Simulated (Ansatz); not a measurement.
**Rh wire along [110], 23 atoms a period: bands along the axis**

Aim: is the Rh wire along [110], 23 atoms a period a metal or a semiconductor?

Method: DFT PBE, plane waves, PAW; relaxation of a wire's period; PAW set soft_1, in the first sound run; inputs show where later runs differ, in Ansatz 0.2.0.

### 1. The starting structure

The cell holds 23 atoms: 23 Rh. Its edges and angles: a = 18.290 Å, b = 17.633 Å, c = 2.708 Å, α = 90.0°, β = 90.0°, γ = 90.0°. Vacuum lies along a and b. The structure's axis is c.

### 2. Relaxation of atoms and period

Band widths follow the bond lengths, so the wire is relaxed first. The atoms and the third cell vector are free; the box across stays fixed as vacuum. A Fermi-Dirac smearing is set since the result may be a metal. The pressure printed is a third of the stress's trace over the whole box, vacuum included; only the stress along the axis is relaxed.

input.yaml reads:

```yaml
crystal:
  lattice:
    - [18.29, 0.0, 0.0]
    - [0.0, 17.633, 0.0]
    - [0.0, 0.0, 2.7082189719]
  atoms:
    - { symbol: Rh, position: [0.290595954, 0.34640838, 0.0] }
    - { symbol: Rh, position: [0.290595954, 0.499996481, 0.0] }
    - { symbol: Rh, position: [0.5, 0.34640838, 0.0] }
    - { symbol: Rh, position: [0.5, 0.19282028, 0.0] }
    - { symbol: Rh, position: [0.5, 0.499996481, 0.0] }
    - { symbol: Rh, position: [0.709404046, 0.34640838, 0.0] }
    - { symbol: Rh, position: [0.709404046, 0.499996481, 0.0] }
    - { symbol: Rh, position: [0.185893931, 0.423202431, 0.5] }
    - { symbol: Rh, position: [0.185893931, 0.576790531, 0.5] }
    - { symbol: Rh, position: [0.395297977, 0.26961433, 0.5] }
    - { symbol: Rh, position: [0.395297977, 0.423202431, 0.5] }
    - { symbol: Rh, position: [0.395297977, 0.576790531, 0.5] }
    - { symbol: Rh, position: [0.395297977, 0.730378631, 0.5] }
    - { symbol: Rh, position: [0.604702023, 0.26961433, 0.5] }
    - { symbol: Rh, position: [0.604702023, 0.423202431, 0.5] }
    - { symbol: Rh, position: [0.604702023, 0.576790531, 0.5] }
    - { symbol: Rh, position: [0.604702023, 0.730378631, 0.5] }
    - { symbol: Rh, position: [0.814106069, 0.423202431, 0.5] }
    - { symbol: Rh, position: [0.814106069, 0.576790531, 0.5] }
    - { symbol: Rh, position: [0.290595954, 0.653584581, 0.0] }
    - { symbol: Rh, position: [0.5, 0.653584581, 0.0] }
    - { symbol: Rh, position: [0.5, 0.807172681, 0.0] }
    - { symbol: Rh, position: [0.709404046, 0.653584581, 0.0] }
kpoints:
  mp_grid: { grid: [1, 1, 30] }
scf:
  occupations: { method: fermi_dirac, width: 0.05 }
hamiltonian:
  xc: pbe
  pseudopotentials: { kind: paw, azcp: { folder: soft_1 } }
relax:
  cell: { fix: [a, b, alpha, beta, gamma] }
  max_steps: 45
  f_tol: 0.03
```

Run with:

```sh
> ansatz run input.yaml --threads 16 --pin off --max-ram 61440MiB --backend cuda --events-out ev --progress --plain --runs-dir out --max-vram 78GiB
```

Numbers of over 12 decimals in the logs are rounded to 6 here.

What it wrote:

```text
Engine: ansatz 0.2.0, aarch64-unknown-linux-gnu
Pseudopotentials: kind: paw
Pseudopotential: Rh, paw, valence charge 17, recommended cutoff 420 eV (normal), soft_1/Rh.paw.azcp
Functional definition: PBE
  parameter kappa = 0.804
  parameter beta = 0.066725
  exchange = pbe_x(kappa = kappa, mu = beta*pi^2/3)
  correlation = pbe_c(beta = beta)
[...]
Crystal: 23 atoms, lattice volume = 873.421 Å³
Basis set: ecut = 420 eV, 17159 PW (Γ), exchange–correlation on 250×240×40 points (8 copies of the dense FFT grid, shifted against one another)
Bands: 235, of which v1, the nominal top of the filled ones, is band 196 counted from 1 (195 counted from 0)
Symmetry: 8 space group operations
Space group: Pmmm (ITA 47), of the structure as read, at distance tolerance 9.6e-5 Å
k-points: 16 of 30
Non-local potential: Rh, projectors of the file, l = 0: 3, l = 1: 2, l = 2: 2, l = 3: 1
PAW form: soft (Blöchl's): semilocal exchange-correlation on the pseudo side does not see the compensation charge
PAW one-centre angular grid: Rh, 590 points (default); XC on 64 Gauss nodes
Initial density: superposition of atomic densities (neutral atoms: chi_scale 0, normalization atom)
Initial wavefunctions: pseudopotential atomic-orbital guess
[...]
Functional: x = pbe(κ = 0.804, μ = 0.219515), c = pbe(β = 0.066725)
SCF iter   1: F=—  HF=-147262.001436 eV  |F-HF|=—  |Δ(HF+E_count)|=         —  Δρ=5.83e-2  dr2=3.89e1  ethr=3.10e-3  ⟨swp⟩=7.4  Hψ=14453  notcnv=0  defer=112
preconditioner: auto → LDOS  [metal: Δε(μ)=0.009 eV  Ē_g=5.089 eV  σ=0.050 eV  W_gap=0.04  n_scr=162 (ndim 8)  ℏωp=18.1 eV  f_vac=0.538  D(μ)=40.47/eV (n_scr^D=358)  β→1.0]
SCF iter   2: F=—  HF=-147269.107143 eV  |F-HF|=—  |Δ(HF+E_count)|=    7.11e0  Δρ=7.43e-2  dr2=6.17e1  ethr=3.10e-3  ⟨swp⟩=3.8  Hψ=10042  notcnv=0  defer=200
[...]
SCF iter  11: F=-147251.915786 eV  HF=-147251.915786 eV  |F-HF|=2.30e-8  |Δ(HF+E_count)|=   2.02e-7  Δρ=2.43e-6  dr2=9.82e-8  ethr=2.56e-11  ⟨swp⟩=3.4  Hψ=14312  notcnv=0
SCF 1 converged in 11 iterations: F = -147251.915786 eV  dr2 = 9.82e-8
  greatest PAW one-centre occupation: 1.000 electrons in one spin orbital (limit 2), on the Rh atom at site 4 (counted from 0), in its partial waves of l = 0
relax step   1: F+E_penalty+E_count = -147251.91578554 eV  Δ(F+E_penalty+E_count) = +0.000e0 eV  max|allowed force component| = 9.414e-1 eV/Å  Δτ_max = 0.0000 Å  P = -3.597 GPa  Ω = 873.421 Å³  fix = [a, b, alpha, beta, gamma]  reactions: a -3.238, b -3.129 GPa  (11 SCF iters, dr2 threshold 1.00e-7 eV, accepted)
[...]
Crystal: 23 atoms, lattice volume = 844.805 Å³
Basis set: ecut = 420 eV, 16635 PW (Γ), exchange–correlation on 250×240×40 points (8 copies of the dense FFT grid, shifted against one another)
[...]
iter 1 solved again at ethr=2.47e-3 eV; its pass at ethr=3.10e-3 eV (dr2=9.66e0 eV) is discarded
SCF iter   1: F=—  HF=-147252.509990 eV  |F-HF|=—  |Δ(HF+E_count)|=         —  Δρ=1.79e-2  dr2=9.66e0  ethr=2.47e-3  ⟨swp⟩=2.7  Hψ=18961  notcnv=0
preconditioner: auto → LDOS  [metal: Δε(μ)=0.006 eV  Ē_g=5.323 eV  σ=0.050 eV  W_gap=0.03  n_scr=146 (ndim 8)  ℏωp=18.4 eV  f_vac=0.560  D(μ)=39.70/eV (n_scr^D=354)  β→1.0]
SCF iter   2: F=—  HF=-147252.264859 eV  |F-HF|=—  |Δ(HF+E_count)|=   2.45e-1  Δρ=6.24e-3  dr2=2.85e-1  ethr=2.47e-3  ⟨swp⟩=2.0  Hψ=4222  notcnv=0
[...]
SCF iter   9: F=-147252.222279 eV  HF=-147252.222279 eV  |F-HF|=1.72e-7  |Δ(HF+E_count)|=   1.39e-6  Δρ=5.86e-6  dr2=4.98e-7  ethr=5.88e-10  ⟨swp⟩=5.0  Hψ=12918  notcnv=0
SCF 2 converged in 9 iterations: F = -147252.222279 eV  dr2 = 4.98e-7
  greatest PAW one-centre occupation: 1.000 electrons in one spin orbital (limit 2), on the Rh atom at site 6 (counted from 0), in its partial waves of l = 0
relax step   2: F+E_penalty+E_count = -147252.22227928 eV  Δ(F+E_penalty+E_count) = -3.065e-1 eV  max|allowed force component| = 6.779e-1 eV/Å  Δτ_max = 0.1949 Å  P = +2.995 GPa  Ω = 844.805 Å³  energy of the carried Pulay correction = +6.735e-3 eV  fix = [a, b, alpha, beta, gamma]  reactions: a +2.541, b +2.680 GPa  (9 SCF iters, dr2 threshold 2.30e-6 eV, accepted)
[...]
Crystal: 23 atoms, lattice volume = 857.945 Å³
[...]
iter 1 solved again at ethr=4.94e-4 eV; its pass at ethr=3.10e-3 eV (dr2=1.93e0 eV) is discarded
[...]
SCF 3 converged in 8 iterations: F = -147252.496538 eV  dr2 = 1.00e-6
[...]
SCF 4 converged in 7 iterations: F = -147252.504064 eV  dr2 = 8.20e-8
[...]
SCF 5 converged in 7 iterations: F = -147252.503162 eV  dr2 = 3.72e-8
[...]
SCF 6 converged in 10 iterations: F = -147252.504984 eV  dr2 = 6.29e-11
[...]
SCF 7 converged in 7 iterations: F = -147252.500512 eV  dr2 = 2.10e-11
[...]
SCF converged after 7 iterations
[...]
k-point 15: bands = ["-73.6852", "-73.6819", "-73.6819", "-73.6781", "-73.6596", "-73.6406", "-73.6405", "-73.6195", "-73.6194", "-73.2108", "-73.2108", "-73.2104", "-73.2104", "-73.1766", "-73.1766", "-73.1765", "-73.1765", "-72.8778", "-72.8778", "-72.8592", "-72.8592", "-72.8513", "-72.8513", "-41.9469", "-41.9122", "-41.9074", "-41.9010", "-41.8663", "-41.8596", "-41.8372", "-41.8332", "-41.8189", "-41.6570", " [...]
--- Relaxed structure (6 steps of the walk, 5 accepted, 1 SCFs on fresh bases) ---
  F+E_penalty+E_count = -147252.50051240 eV   max|allowed force component| = 1.640e-2 eV/Å   (the final SCF, on the basis selected at the relaxed cell)
  cell:  # Å, volume = 856.8946 Å³
    - [18.29, 0, 0]
    - [0, 17.633, 0]
    - [0, 0, 2.656975]
  atoms:
    - { symbol: Rh, position: [0.292834, 0.347806, 0] }
    - { symbol: Rh, position: [0.291092, 0.5, 0] }
    - { symbol: Rh, position: [0.5, 0.345889, 0] }
    - { symbol: Rh, position: [0.5, 0.199668, 0] }
    - { symbol: Rh, position: [0.5, 0.5, 0] }
    - { symbol: Rh, position: [0.707166, 0.347806, 0] }
    - { symbol: Rh, position: [0.708908, 0.5, 0] }
    - { symbol: Rh, position: [0.191242, 0.423777, 0.500000] }
    - { symbol: Rh, position: [0.191242, 0.576223, 0.500000] }
    - { symbol: Rh, position: [0.394484, 0.272039, 0.500000] }
    - { symbol: Rh, position: [0.396323, 0.424478, 0.500000] }
    - { symbol: Rh, position: [0.396323, 0.575522, 0.500000] }
    - { symbol: Rh, position: [0.394484, 0.727961, 0.500000] }
    - { symbol: Rh, position: [0.605516, 0.272039, 0.500000] }
    - { symbol: Rh, position: [0.603677, 0.424478, 0.500000] }
    - { symbol: Rh, position: [0.603677, 0.575522, 0.500000] }
    - { symbol: Rh, position: [0.605516, 0.727961, 0.500000] }
    - { symbol: Rh, position: [0.808758, 0.423777, 0.500000] }
    - { symbol: Rh, position: [0.808758, 0.576223, 0.500000] }
    - { symbol: Rh, position: [0.292834, 0.652194, 0] }
    - { symbol: Rh, position: [0.5, 0.654111, 0] }
    - { symbol: Rh, position: [0.5, 0.800332, 0] }
    - { symbol: Rh, position: [0.707166, 0.652194, 0] }
```

The job ended after 9.3 s (1 × NVIDIA GB200 with 16 threads of Arm Neoverse V2, shared host; peak memory 1.3 GiB).

Relaxation path:

| step | energy less that of the first step (eV) | largest force component (eV/Å) | pressure (GPa) | volume (Å³) |
| --- | --- | --- | --- | --- |
| 1 | 0.0000 | 0.9414 | -3.60 | 873.42 |
| 2 | -0.3065 | 0.6779 | 2.99 | 844.81 |
| 3 | -0.5808 | 0.1471 | -0.29 | 857.94 |
| 4 | -0.5883 | 0.0622 | -0.02 | 856.84 |
| 5 | -0.5874 | 0.1014 | -0.03 | 856.85 |
| 6 | -0.5892 | 0.0163 | -0.01 | 856.89 |
| 7 | -0.5847 | 0.0164 | 0.00 | 856.89 |

The log counts 1 steps on a newly chosen plane-wave basis, not all of them marked here; energy and pressure can jump at such steps. Relaxation step 5 was tried and not accepted.

Forces are held to the 8 operations that the run works with; a distortion that breaks them can't arise in this run.

| cell as run | before | after | change |
| --- | --- | --- | --- |
| c (Å) | 2.708 | 2.657 | -1.9 % |

The atoms that moved most (Å, along periodic axes as changes of fractional coordinates times the final cell, across vacuum about the mean position):

| atom | dx | dy | dz | length |
| --- | --- | --- | --- | --- |
| Rh4 | 0.000 | 0.121 | 0.000 | 0.121 |
| Rh22 | 0.000 | -0.121 | 0.000 | 0.121 |
| Rh9 | 0.098 | -0.010 | 0.000 | 0.098 |
| Rh19 | -0.098 | -0.010 | 0.000 | 0.098 |
| Rh8 | 0.098 | 0.010 | 0.000 | 0.098 |
| Rh18 | -0.098 | 0.010 | 0.000 | 0.098 |
| Rh1 | 0.041 | 0.025 | 0.000 | 0.048 |
| Rh6 | -0.041 | 0.025 | 0.000 | 0.048 |

The relaxed structure:

```cif
data_structure
_symmetry_space_group_name_H-M 'P 1'
_symmetry_Int_Tables_number 1
_cell_length_a 18.2900
_cell_length_b 17.6330
_cell_length_c 2.6570
_cell_angle_alpha 90.000
_cell_angle_beta 90.000
_cell_angle_gamma 90.000
_cell_volume 856.89
loop_
_atom_site_label
_atom_site_type_symbol
_atom_site_fract_x
_atom_site_fract_y
_atom_site_fract_z
_atom_site_occupancy
Rh1 Rh 0.29283 0.34781 0.00000 1
Rh2 Rh 0.29109 0.50000 0.00000 1
Rh3 Rh 0.50000 0.34589 0.00000 1
Rh4 Rh 0.50000 0.19967 0.00000 1
Rh5 Rh 0.50000 0.50000 0.00000 1
Rh6 Rh 0.70717 0.34781 0.00000 1
Rh7 Rh 0.70891 0.50000 0.00000 1
Rh8 Rh 0.19124 0.42378 0.50000 1
Rh9 Rh 0.19124 0.57622 0.50000 1
Rh10 Rh 0.39448 0.27204 0.50000 1
Rh11 Rh 0.39632 0.42448 0.50000 1
Rh12 Rh 0.39632 0.57552 0.50000 1
Rh13 Rh 0.39448 0.72796 0.50000 1
Rh14 Rh 0.60552 0.27204 0.50000 1
Rh15 Rh 0.60368 0.42448 0.50000 1
Rh16 Rh 0.60368 0.57552 0.50000 1
Rh17 Rh 0.60552 0.72796 0.50000 1
Rh18 Rh 0.80876 0.42378 0.50000 1
Rh19 Rh 0.80876 0.57622 0.50000 1
Rh20 Rh 0.29283 0.65219 0.00000 1
Rh21 Rh 0.50000 0.65411 0.00000 1
Rh22 Rh 0.50000 0.80033 0.00000 1
Rh23 Rh 0.70717 0.65219 0.00000 1
```

Numbers from this step:

| Property | Result |
| --- | --- |
| energy at zero smearing | -147252.3281 eV |
| cell length along the wire | 2.657 Å |

The cell's length comes to 2.657 Å with spin left out.

### 3. The wire at its relaxed period

This step: DFT PBE, plane waves, PAW; bands of a perfect wire; PAW set soft_1 (Ansatz 0.2.0).

At the relaxed period the bands are computed along the axis; those that cross an energy going forward count the channels that a perfect wire would open there.

input.yaml reads:

```yaml
crystal:
  lattice:
    - [18.29, 0.0, 0.0]
    - [0.0, 17.633, 0.0]
    - [0.0, 0.0, 2.6569751909]
  atoms:
    - { symbol: Rh, position: [0.292834385, 0.347805781, 0.0] }
    - { symbol: Rh, position: [0.291091944, 0.5, 0.0] }
    - { symbol: Rh, position: [0.5, 0.34588861, 0.0] }
    - { symbol: Rh, position: [0.5, 0.199668079, 0.0] }
    - { symbol: Rh, position: [0.5, 0.5, 0.0] }
    - { symbol: Rh, position: [0.707165615, 0.347805781, 0.0] }
    - { symbol: Rh, position: [0.708908056, 0.5, 0.0] }
    - { symbol: Rh, position: [0.19124192, 0.423776612, 0.5] }
    - { symbol: Rh, position: [0.19124192, 0.576223388, 0.5] }
    - { symbol: Rh, position: [0.394484426, 0.272038877, 0.5] }
    - { symbol: Rh, position: [0.396323001, 0.424478182, 0.5] }
    - { symbol: Rh, position: [0.396323001, 0.575521818, 0.5] }
    - { symbol: Rh, position: [0.394484426, 0.727961123, 0.5] }
    - { symbol: Rh, position: [0.605515574, 0.272038877, 0.5] }
    - { symbol: Rh, position: [0.603676999, 0.424478182, 0.5] }
    - { symbol: Rh, position: [0.603676999, 0.575521818, 0.5] }
    - { symbol: Rh, position: [0.605515574, 0.727961123, 0.5] }
    - { symbol: Rh, position: [0.80875808, 0.423776612, 0.5] }
    - { symbol: Rh, position: [0.80875808, 0.576223388, 0.5] }
    - { symbol: Rh, position: [0.292834385, 0.652194219, 0.0] }
    - { symbol: Rh, position: [0.5, 0.65411139, 0.0] }
    - { symbol: Rh, position: [0.5, 0.800331921, 0.0] }
    - { symbol: Rh, position: [0.707165615, 0.652194219, 0.0] }
kpoints:
  mp_grid: { grid: [1, 1, 31] }
  band_path: { path: ["Γ", Z], npoints: 90 }
scf:
  occupations: { method: fermi_dirac, width: 0.05 }
hamiltonian:
  xc: pbe
  pseudopotentials: { kind: paw, azcp: { folder: soft_1 } }
output:
  dos: { e_range: [-5, 4] }
  write_potential: true
  write_density: true
  volumetric_format: npy
```

What it wrote:

```text
[...]
Crystal: 23 atoms, lattice volume = 856.895 Å³
Basis set: ecut = 420 eV, 16859 PW (Γ)
Bands: 235, of which v1, the nominal top of the filled ones, is band 196 counted from 1 (195 counted from 0)
[... 1 set-up line as in the run before ...]
[...]
k-points: 16 of 31
[...]
SCF iter   1: F=—  HF=-147262.580591 eV  |F-HF|=—  |Δ(HF+E_count)|=         —  Δρ=5.90e-2  dr2=3.90e1  ethr=3.10e-3  ⟨swp⟩=7.6  Hψ=14766  notcnv=0  defer=110
[...]
SCF iter   6: F=—  HF=-147252.504689 eV  |F-HF|=—  |Δ(HF+E_count)|=   2.29e-3  Δρ=4.31e-4  dr2=3.86e-3  ethr=4.97e-6  ⟨swp⟩=2.7  Hψ=6517  notcnv=0  defer=213
[...]
SCF iter  10: F=—  HF=-147252.501065 eV  |F-HF|=—  |Δ(HF+E_count)|=   5.41e-7  Δρ=8.34e-6  dr2=1.47e-6  ethr=2.28e-9  ⟨swp⟩=2.2  Hψ=5226  notcnv=0  defer=213
[...]
SCF iter  12: F=-147252.501065 eV  HF=-147252.501065 eV  |F-HF|=7.97e-9  |Δ(HF+E_count)|=   4.16e-8  Δρ=1.23e-6  dr2=2.49e-8  ethr=2.56e-11  ⟨swp⟩=11.8  Hψ=10746  notcnv=0
SCF 1 converged in 12 iterations: F = -147252.501065 eV  dr2 = 2.49e-8
[...]
NSCF: frozen V_eff on 91 k-points
[...]
SCF converged after 12 iterations
[...]
```

Wall time 13 s (1 × NVIDIA GB200 with 16 threads); peak memory 2.1 GiB; 2.4 min of CPU time.

Numbers from this step:

| Item | Value |
| --- | --- |
| energy at zero smearing | -147252.3292 eV |
| band gap on the path through both edges | 0 eV |

The electronic bands at the labelled points (eV, zero at the Fermi level; # counts the bands kept):

| point | #49 | #50 | #51 | #52 | #53 | #54 | #55 | #56 |
| --- | --- | --- | --- | --- | --- | --- | --- | --- |
| Γ | -0.11 | -0.04 | 0.02 | 0.03 | 0.06 | 0.07 | 0.10 | 0.18 |
| halfway | -0.29 | -0.21 | -0.18 | -0.13 | 0.05 | 0.07 | 0.08 | 0.10 |
| Z | 0.56 | 0.64 | 0.64 | 0.71 | 0.81 | 0.82 | 0.84 | 0.85 |

Between Γ and Z the bands cross the Fermi level 26 times, so a perfect wire would conduct at least 26 G₀, with spin left out.

### 4. What came out

| Item | Value |
| --- | --- |
| cell length, PBE | 2.657 Å |
| ballistic conductance by band crossings, a lower bound, PBE | 26 G₀ |

**Reading.** Under PBE the cell's length is 2.66 Å, and the bands cross the Fermi level 26 times between Γ and Z, which gives a perfect wire at least 26 G₀ (opposite crossings within one step of the path cancel in such a count). No spin was allowed, though thin wires with open d shells can turn magnetic.

[Logs are printed without paths, hosts, clocks, repeated set-up lines and the standing remarks that a program may print on its own settings, such as how far it seeks lower states.]

[Hosts, paths, dates, database ids (printed as entryN), source tags and the programs' standing remarks are cut or masked in the printed files.]
